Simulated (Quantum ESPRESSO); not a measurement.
# ZnS (F-43m): a worked LO-TO splitting

Wanted: the LO mode of ZnS (F-43m) from the TO mode and the field response.

Program: Quantum ESPRESSO 7.5. Level of theory: DFT LDA, scalar-relativistic, plane waves, PseudoDojo norm-conserving pseudopotentials. Results are calculated unless marked as measured.

The database entry behind the starting cell differs from later determinations by our own check (about 0.1 % short), so it need not match the best structure at ambient conditions.

## (1) Set-up

Symmetry: F-43m, No. 216, cubic system. Conventional cell: a = 5.297 Å, b = 5.297 Å, c = 5.297 Å, α = 90.00°, β = 90.00°, γ = 90.00°. Zn has 4 S at 2.29 Å nearest. Nearest to S lie 4 Zn at 2.29 Å. Farther neighbours and most contacts between anions are not listed.

Structure file:

```cif
data_structure
_symmetry_space_group_name_H-M 'P 1'
_symmetry_Int_Tables_number 1
_cell_length_a 3.7459
_cell_length_b 3.7459
_cell_length_c 3.7459
_cell_angle_alpha 60.000
_cell_angle_beta 60.000
_cell_angle_gamma 60.000
_cell_volume 37.17
loop_
_atom_site_label
_atom_site_type_symbol
_atom_site_fract_x
_atom_site_fract_y
_atom_site_fract_z
_atom_site_occupancy
Zn1 Zn 0.25000 0.25000 0.25000 1
S2 S 0.00000 0.00000 0.00000 1
```

This is the cell after its relaxation at this level of theory, not the database cell from which that began.

## (2) What the response run gave

A linear-response run on the relaxed cell, with the response to an electric field; only its zone-centre results are used. Cutoff 92 Ry, k mesh 10×10×10.

Log:

```text
[banners, grids, parts of the stress and lines that vanish by symmetry left out]
Program PHONON v.7.5
     Reading xml data from directory:

[...]
Exchange-correlation= PW
                           (   1   4   0   0   0   0   0)
[...]
(   3 q-points):
[...]
kinetic-energy cut-off    =      92.0000  Ry
     charge density cut-off    =     368.0000  Ry
     convergence threshold     =      1.0E-18
[...]
Exchange-correlation= PW
                           (   1   4   0   0   0   0   0)
[...]
q = (   0.0000000   0.0000000   0.0000000 )
     25 Sym.Ops. (with q -> -q+G )
     G cutoff =  934.1674  (  29939 G-vectors)     FFT grid: ( 45, 45, 45)
     number of k points=    47
[...]
Mode symmetry, T_d (-43m)  point group:
[...]
Dielectric constant
[...]
End of electric fields calculation
          Dielectric constant in cartesian axis
          (       6.253084082       0.000000000       0.000000000 )
          (       0.000000000       6.253084082       0.000000000 )
          (       0.000000000       0.000000000       6.253084082 )
          Effective charges (d Force / dE) in cartesian axis without acoustic sum rule applied (asr)
           atom    1  Zn    Mean Z*:        1.90829
      Ex  (        1.90829        0.00000        0.00000 )
      Ey  (        0.00000        1.90829       -0.00000 )
      Ez  (        0.00000       -0.00000        1.90829 )
           atom    2  S     Mean Z*:       -1.91235
      Ex  (       -1.91235       -0.00000        0.00000 )
      Ey  (       -0.00000       -1.91235        0.00000 )
      Ez  (        0.00000        0.00000       -1.91235 )
          Effective charges Sum: Mean:       -0.00406
[...]
Effective charges (d Force / dE) in cartesian axis with asr applied:
           atom    1  Zn    Mean Z*:        1.91032
[...]
atom    2  S     Mean Z*:       -1.91032
[...]
Representation #   1 modes #   1   2   3
[...]
End of self-consistent calculation
     Convergence has been achieved
     Representation #   2 modes #   4   5   6
[...]
End of self-consistent calculation
     Convergence has been achieved
[...]
Dielectric constant in cartesian axis
          (       6.253084082       0.000000000       0.000000000 )
          (       0.000000000       6.253084082       0.000000000 )
          (       0.000000000       0.000000000       6.253084082 )
          Effective charges (d Force / dE) in cartesian axis without acoustic sum rule applied (asr)
           atom    1  Zn    Mean Z*:        1.90829
[...]
q = (    0.000000000   0.000000000   0.000000000 )
[...]
freq (    1) =      -0.081975 [THz] =      -2.734394 [cm-1]
     freq (    2) =      -0.081975 [THz] =      -2.734394 [cm-1]
     freq (    3) =      -0.081975 [THz] =      -2.734394 [cm-1]
     freq (    4) =       8.729636 [THz] =     291.189318 [cm-1]
     freq (    5) =       8.729636 [THz] =     291.189318 [cm-1]
     freq (    6) =       8.729636 [THz] =     291.189318 [cm-1]
[...]
Mode symmetry, T_d (-43m)  point group:
     freq (   1-   3) =         -2.7  [cm-1]   --> T_2  G_15 P_4   I+R
     freq (   4-   6) =        291.2  [cm-1]   --> T_2  G_15 P_4   I+R
[...]
Mode symmetry, C_3v (3m)   point group:
[...]
Representation #   1 mode #   1
[...]
End of self-consistent calculation
     Convergence has been achieved
     Representation #   2 mode #   2
[...]
End of self-consistent calculation
     Convergence has been achieved
     Representation #   3 modes #   3   4
[...]
Convergence has been achieved
     Representation #   4 modes #   5   6
[...]
Convergence has been achieved
[...]
q = (    0.500000000  -0.500000000   0.500000000 )
[...]
freq (    1) =       2.066203 [THz] =      68.921118 [cm-1]
     freq (    2) =       2.066203 [THz] =      68.921118 [cm-1]
     freq (    3) =       5.968388 [THz] =     199.084011 [cm-1]
     freq (    4) =       9.155851 [THz] =     305.406319 [cm-1]
     freq (    5) =       9.155851 [THz] =     305.406319 [cm-1]
     freq (    6) =      10.374535 [THz] =     346.057227 [cm-1]
[...]
Mode symmetry, C_3v (3m)   point group:
     freq (   1-   2) =         68.9  [cm-1]   --> E    L_3
     freq (   3-   3) =        199.1  [cm-1]   --> A_1  L_1
     freq (   4-   5) =        305.4  [cm-1]   --> E    L_3
     freq (   6-   6) =        346.1  [cm-1]   --> A_1  L_1
[...]
Mode symmetry, D_2d (-42m) point group:
[...]
Representation #   1 mode #   1
[...]
Convergence has been achieved
     Representation #   2 mode #   2
[...]
Convergence has been achieved
     Representation #   3 modes #   3   4
[...]
End of self-consistent calculation
     Convergence has been achieved
     Representation #   4 modes #   5   6
[...]
End of self-consistent calculation
     Convergence has been achieved
[...]
q = (    0.000000000  -1.000000000   0.000000000 )
[...]
freq (    1) =       2.777043 [THz] =      92.632178 [cm-1]
     freq (    2) =       2.777043 [THz] =      92.632178 [cm-1]
     freq (    3) =       6.517404 [THz] =     217.397195 [cm-1]
     freq (    4) =       9.728139 [THz] =     324.495783 [cm-1]
     freq (    5) =       9.728139 [THz] =     324.495783 [cm-1]
     freq (    6) =      10.023000 [THz] =     334.331292 [cm-1]
[...]
Mode symmetry, D_2d (-42m) point group:
     freq (   1-   2) =         92.6  [cm-1]   --> E    X_5  W_3
     freq (   3-   3) =        217.4  [cm-1]   --> A_1  X_1  W_1
     freq (   4-   5) =        324.5  [cm-1]   --> E    X_5  W_3
     freq (   6-   6) =        334.3  [cm-1]   --> B_2  X_3  W_2

   JOB DONE.
```

| quantity | value |
| --- | --- |
| cell volume Ω (Å³) | 37.166 |
| mass of Zn (u) | 65.380 |
| mass of S (u) | 32.060 |
| Born charge of Zn, raw (e) | 1.908 |
| Born charge of S, raw (e) | -1.912 |
| ε∞ | 6.253 |
| ω(TO) after the sum rule (cm⁻¹) | 291.2 |

## (3) The calculation

The charges must sum to zero over the cell; taking off their mean, -0.002 e, leaves Z* = 1.910 e on Zn. In the polar mode Zn moves against S, so the reduced mass is μ = 65.38 × 32.06 / 97.44 = 21.512 u.

A longitudinal wave builds up a field that adds to the restoring force: ω(LO)² = ω(TO)² + 4π Z*² / (μ Ω ε∞), in Hartree atomic units. With μ = 39213 electron masses and Ω = 250.81 bohr³ the second term is 7.4570e-07 Ha², or 35920 cm⁻² (1 Ha = 219474.6 cm⁻¹).

So ω(LO) = √(84797 + 35920) = 347.4 cm⁻¹, and by the Lyddane-Sachs-Teller relation ε₀ = ε∞ (ω(LO)/ω(TO))² = 8.90.

## (4) Check against the program

The analysis program adds the same non-analytic term to the full matrix, here for q along (1 0 0).

Log:

```text
[banner, memory and clock lines left out]
Program DYNMAT v.7.5

     Reading Dynamical Matrix from file x.dyn1
     ...Force constants read
     ...epsilon and Z* read

     Polarizability (A^3 units)
     multiply by 0.363500 for Clausius-Mossotti correction
        15.536487    0.000000    0.000000
         0.000000   15.536487    0.000000
         0.000000    0.000000   15.536487

     IR activities are in (D/A)^2/amu units

# mode   [cm-1]    [THz]      IR
    1     -0.00   -0.0000    0.0000
    2      0.00    0.0000    0.0000
    3      0.00    0.0000    0.0000
    4    291.20    8.7298    3.9139
    5    291.20    8.7298    3.9139
    6    347.44   10.4159    3.9139
```

ε₀ comes from the program's run without a direction of q.

| quantity | by hand | program |
| --- | --- | --- |
| ω(LO) (cm⁻¹) | 347.4 | 347.4 |
| ε₀ | 8.90 | 8.90 |

## (5) Summary of results

| Item | Value |
| --- | --- |
| TO mode | 291.2 cm⁻¹ |
| LO mode | 347.4 cm⁻¹ |
| static dielectric constant | 8.902 |

**Reading.** The LO mode of ZnS (F-43m) lies at 347 cm⁻¹, 56 cm⁻¹ above the TO mode; the formula meets the program within 0.1 cm⁻¹, as it must for a cubic crystal with one polar mode. ω(LO)² − ω(TO)² goes with Z*²/ε∞: an error of 5 % in ε∞ would move the LO mode by 2.5 cm⁻¹, and semilocal functionals tend to overestimate ε∞. These are harmonic values at zero temperature, at the volume of this functional, for the structure held cubic; stability elsewhere in the zone is no part of this calculation.

[Host names and launcher messages were left out of these logs when they were recorded.]

[Logs are printed without paths, hosts, clocks, repeated set-up lines and the standing remarks that a program may print on its own settings, such as how far it seeks lower states.]

[Hosts, paths, dates, database ids (printed as entryN), source tags and the programs' standing remarks are cut or masked in the printed files.]
